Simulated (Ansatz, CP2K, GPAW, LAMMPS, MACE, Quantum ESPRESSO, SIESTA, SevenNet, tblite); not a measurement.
# Amorphous carbon (64 atoms) in GPAW, part 2 of 2

Wanted: GPAW inputs and outputs for amorphous carbon (64 atoms), checked against a plane-wave reference.

Program: GPAW 26.7.0; the method stands at each step. Banners, paths, timers and routine set-up lines are dropped from the logs unmarked, and long logs keep their key lines alone; longer cuts are marked.

So far. Step 2 (PBE, LCAO dzp, h 0.2 Å): Forces lie 9.6 % from the reference's, at 11 times its CPU time (on 1 against 4 cores). Step 3 (PBE, LCAO sz(dzp), h 0.2 Å): Against the first run (9.6 %), the force difference from the reference is 49 %, at 0.29 times the CPU time, with 256 basis functions against 832: the smaller basis costs accuracy.

## Step 4: PBE, grid h 0.2 Å

Method: Kohn-Sham DFT, PBE, PAW, finite differences on a real-space grid.

The input, run.py:

```python
import numpy as np
from ase.io import read
from gpaw import GPAW, FermiDirac

atoms = read("structure.xyz")
atoms.calc = GPAW(
    mode="fd",
    h=0.2,
    xc="PBE",
    kpts={"size": (1, 1, 1), "gamma": True},
    occupations=FermiDirac(0.05),
    maxiter=200,
    symmetry={"point_group": False},
    nbands=157,
    txt="gpaw.txt",
)
energy = atoms.get_potential_energy(force_consistent=True)
forces = atoms.get_forces()
print(f"energy {energy:.6f} eV")
print("forces (eV/A)")
for i, (a, f) in enumerate(zip(atoms, forces)):
    print(f"{i:4d} {a.symbol:2s} {f[0]:10.5f} {f[1]:10.5f} {f[2]:10.5f}")
print(f"Fermi level {atoms.calc.get_fermi_level():.4f} eV")
for k in range(len(atoms.calc.get_ibz_k_points())):
    for s in range(atoms.calc.get_number_of_spins()):
        e = atoms.calc.get_eigenvalues(kpt=k, spin=s)
        n = np.searchsorted(e, atoms.calc.get_fermi_level())
        print(f"k {k} spin {s} levels about the Fermi level:", np.round(e[max(n - 6, 0):n], 4).tolist(), "|", np.round(e[n:n + 6], 4).tolist())
```

The input, structure.xyz:

```xyz
64
Lattice="7.59030 0.00000 0.00000 0.00000 7.59030 0.00000 0.00000 0.00000 7.59030" Properties=species:S:1:pos:R:3 pbc="T T T"
[... 64 atom lines left out: the same atoms as in the first run ...]
```

The run is started by

```bash
$ OMP_NUM_THREADS=1 python run.py > output.txt
```

The log of the run:

```text
energy -524.598901 eV
forces (eV/A)
   0 C    -1.07194    0.56296   -0.00578
   1 C     2.55030    0.90589    1.14846
   2 C    -0.85455    0.15483   -1.17737
   3 C     0.54658    0.63886    0.53349
   4 C    -1.86538    0.06251   -3.24795
   5 C    -0.32767   -1.77526    2.21487
   6 C     1.09313    0.45087   -1.10682
   7 C     0.27572    1.49520    0.86721
   8 C    -0.16925    0.00207    0.37366
   9 C     1.84939   -2.47451    0.05966
  10 C     0.21926   -1.01787   -0.46157
  11 C     1.27432   -2.01890    0.87106
[...]
59 C     0.87088   -1.54743   -1.34742
  60 C     1.68144    1.66628   -0.16535
  61 C    -0.61002   -0.84321    0.50068
  62 C    -0.09042   -0.88627   -0.22670
  63 C    -0.25585   -1.12798   -1.57508
Fermi level 9.9513 eV
k 0 spin 0 levels about the Fermi level: [8.9955, 9.1642, 9.3542, 9.6989, 9.8619, 9.9354] | [9.9595, 10.0628, 10.1758, 10.2348, 10.3308, 10.7022]
```

gpaw.txt:

```text
Input parameters:
  mode=FD(),
  h=0.2,
  kpts=MonkhorstPack(size=(1, 1, 1), gamma=True),
  maxiter=200,
  nbands=157,
  occupations=Occupations(name='fermi-dirac', width=0.05, fixmagmom=False),
  symmetry=Symmetry(point_group=False),
  xc=XC(name='PBE')
Diagonalizing LCAO Hamiltonian
[... lines left out ...]
  Converge bands: occupied
[... lines left out ...]
  Fermi-Dirac:
[... lines left out ...]
convergence criteria:
- Maximum [total energy] change in last 3 cyles: 0.0005 eV / valence electron
[... lines left out ...]
Converged in 23 steps
[... lines left out ...]
  Free energy:    -524.598901
[... lines left out ...]
Fermi level: 9.951
[... lines left out ...]
|          0 |       -10.935 |     2.000 |
|        ... |               |           |
|        120 |         8.633 |     2.000 |
|        121 |         8.799 |     2.000 |
[...]
|        135 |        10.861 |     0.000 |
|        ... |               |           |
|        156 |        15.633 |     0.000 |
Gap: 0.024 eV
Transition (v -> c):
  (s=0, k=0, n=127, [0.00, 0.00, 0.00]) -> (s=0, k=0, n=128, [0.00, 0.00, 0.00])
No difference between direct/indirect transitions
Force computation time: 1.426  # s
timing:  # [seconds]
  Total:  101.034  # ━━━━━━━━━━━━━━━━━━━━━━━━━━━━━━━━━━━━━━━━━━━━━━━━━━━━━━━━
  Init:    10.118  # ━━━━━╸
  SCF:     89.457  # ━━━━━━━━━━━━━━━━━━━━━━━━━━━━━━━━━━━━━━━━━━━━━━━━━╸
  Forces:   1.426  # ━
```

Elapsed: 1.7 min, on 1 thread of Arm Neoverse V1, shared host; peak memory 0.55 GiB.

Against the reference:

```yaml
r_m_s_force_component: 1.256 eV/Å
r_m_s_difference_of_force_components: 22.13 meV/Å
longest_difference_of_force_vectors: 70.34 meV/Å
force_difference_over_r_m_s_force: 1.761 %
slope_of_forces_against_the_reference_s: 0.9999
correlation_of_force_components: 0.9999
```

Against the first run (9.6 %), the force difference from the reference is 1.8 %, at 0.71 times the CPU time.

The forces add up to 0.50 eV/Å instead of zero, usually a sign of too coarse a grid.

## Step 5: PBE, LCAO szp(dzp), h 0.2 Å

Method: Kohn-Sham DFT, PBE, PAW, atomic orbitals (szp(dzp)).

Changes to run.py since step 4:

```diff
@@ -6,3 +6,4 @@
 atoms.calc = GPAW(
-    mode="fd",
+    mode="lcao",
+    basis="szp(dzp)",
     h=0.2,
@@ -13,3 +14,2 @@
     symmetry={"point_group": False},
-    nbands=157,
     txt="gpaw.txt",
```

structure.xyz is that of step 4.

The log of the run:

```text
energy -476.207976 eV
forces (eV/A)
   0 C    -1.70797    0.85539    0.12562
   1 C     2.66505    1.05913    1.79531
   2 C    -0.39488    0.04397   -0.98044
   3 C     0.68745    0.62004    0.63982
   4 C    -2.07682   -0.01322   -3.51781
   5 C    -0.60353   -2.11026    1.81524
[...]
61 C    -0.78261   -1.03766    0.97575
  62 C     0.32896   -1.10677   -0.19860
  63 C    -0.46645   -1.05604   -0.71776
Fermi level 9.5045 eV
k 0 spin 0 levels about the Fermi level: [8.5488, 8.7382, 8.945, 9.2455, 9.3967, 9.4945] | [9.5107, 9.6284, 9.7314, 9.8243, 9.9098, 10.2878]
```

gpaw.txt:

```text
Input parameters:
  mode=LCAO(),
  basis={'default': 'szp(dzp)'},
  h=0.2,
  kpts=MonkhorstPack(size=(1, 1, 1), gamma=True),
  maxiter=200,
  occupations=Occupations(name='fermi-dirac', width=0.05, fixmagmom=False),
[... lines left out ...]
  Fermi-Dirac:
[... lines left out ...]
convergence criteria:
- Maximum [total energy] change in last 3 cyles: 0.0005 eV / valence electron
[... lines left out ...]
Converged in 17 steps
[... lines left out ...]
  Free energy:    -476.207976
[... lines left out ...]
Fermi level: 9.505
[... lines left out ...]
|        ... |               |           |
|        157 |        15.446 |     0.000 |
Gap: 0.016 eV
Transition (v -> c):
  (s=0, k=0, n=127, [0.00, 0.00, 0.00]) -> (s=0, k=0, n=128, [0.00, 0.00, 0.00])
No difference between direct/indirect transitions
Force computation time: 12.743  # s
timing:  # [seconds]
  Total:  105.097  # ━━━━━━━━━━━━━━━━━━━━━━━━━━━━━━━━━━━━━━━━━━━━━━━━━━━━━━━━
  Init:     4.861  # ━━╸
  SCF:     87.467  # ━━━━━━━━━━━━━━━━━━━━━━━━━━━━━━━━━━━━━━━━━━━━━━╸
  Forces:  12.743  # ━━━━━━━
```

Wall time 1.8 min (1 thread); peak memory 0.48 GiB.

Numbers from this run, and their distance from the reference:

```yaml
r_m_s_force_component: 1.296 eV/Å
r_m_s_difference_of_force_components: 369.9 meV/Å
longest_difference_of_force_vectors: 1194 meV/Å
force_difference_over_r_m_s_force: 29.44 %
slope_of_forces_against_the_reference_s: 0.989
correlation_of_force_components: 0.9585
```

This is a coarse setting, run to see what it loses.

Against the first run (9.6 %), the force difference from the reference is 29 %, at 0.74 times the CPU time, with 576 basis functions against 832: the smaller basis costs accuracy.

## Step 6: All runs compared

Differences are against the plane-wave reference, forces as r.m.s. over components; share is that over the reference's r.m.s. force, slope the least-squares factor from reference forces to these. Total energies of different programs have different zeros and aren't compared.

| run | Δ force, r.m.s. (meV/Å) | share (%) | slope | cores | CPU time | memory (GiB) |
| --- | --- | --- | --- | --- | --- | --- |
| reference | - | - | - | 4 | 14 s | 0.54 |
| GPAW PBE, LCAO dzp, h 0.2 Å | 120 | 9.58 | 0.989 | 1 | 2.4 min | 0.5 |
| GPAW PBE, LCAO sz(dzp), h 0.2 Å (coarse) | 619 | 49.2 | 1.052 | 1 | 42 s | 0.37 |
| GPAW PBE, grid h 0.2 Å | 22.1 | 1.76 | 1.000 | 1 | 1.7 min | 0.55 |
| GPAW PBE, LCAO szp(dzp), h 0.2 Å (coarse) | 370 | 29.4 | 0.989 | 1 | 1.8 min | 0.48 |

Rows marked coarse were listed beforehand as settings not expected to be converged; some can still land near the reference.

CPU time is summed over cores on a shared host, where runs went side by side, so it is rough. Symmetry, cutoffs, thresholds, outputs and thread counts weren't matched or tuned between programs; memory under MPI is the largest rank's times the ranks.

## Step 7: What came out

| Quantity | Value |
| --- | --- |
| nearest in forces | GPAW PBE, grid h 0.2 Å, 1.8 % |
| its CPU time | 1.7 min |

PBE on plane waves or a grid with other potentials, cutoffs or grids, coarse settings apart, differs from the reference by 1.8 % (GPAW PBE, grid h 0.2 Å) of the r.m.s. force; this holds the reference's own error, so differences of a few per cent don't tell which side is nearer the exact PBE result. The PBE run in local orbitals, coarse settings apart, differs by 9.6 % (GPAW PBE, LCAO dzp, h 0.2 Å); basis, grid and potentials can all enter. Runs with settings chosen to be coarse differ by 29 % (GPAW PBE, LCAO szp(dzp), h 0.2 Å) to 49 % (GPAW PBE, LCAO sz(dzp), h 0.2 Å), their programs' other errors included. None of the electronic-structure runs in the table takes under half the reference's CPU time of 14 s; they take 3.1 to 11 times as much. The quench rate of 100 K/ps is many orders above laboratory rates, so the cell is likely richer in defects and strain than a real sample. The network of bonds at the start is that of the classical potential that made the cell, and needn't be the one that DFT or experiment would give. The reference's stress is far from hydrostatic: its diagonal is -13.3, -8.4, -0.4 GPa, compression counted positive. The reference's pressure of -7.4 GPa belongs to a cell and atoms that aren't relaxed at this level. The electronic-structure runs sample only Γ, in a cell whose shortest periodic width is 8 Å, which is coarse for a cell with partly filled levels.

[Also dropped from logs without a mark: logging warnings of Python, and SIESTA's first energy breakdown and zero terms.]

[Logs are printed without paths, hosts, clocks, repeated set-up lines and the standing remarks that a program may print on its own settings, such as how far it seeks lower states.]

[Hosts, paths, dates, database ids (printed as entryN), source tags and the programs' standing remarks are cut or masked in the printed files.]
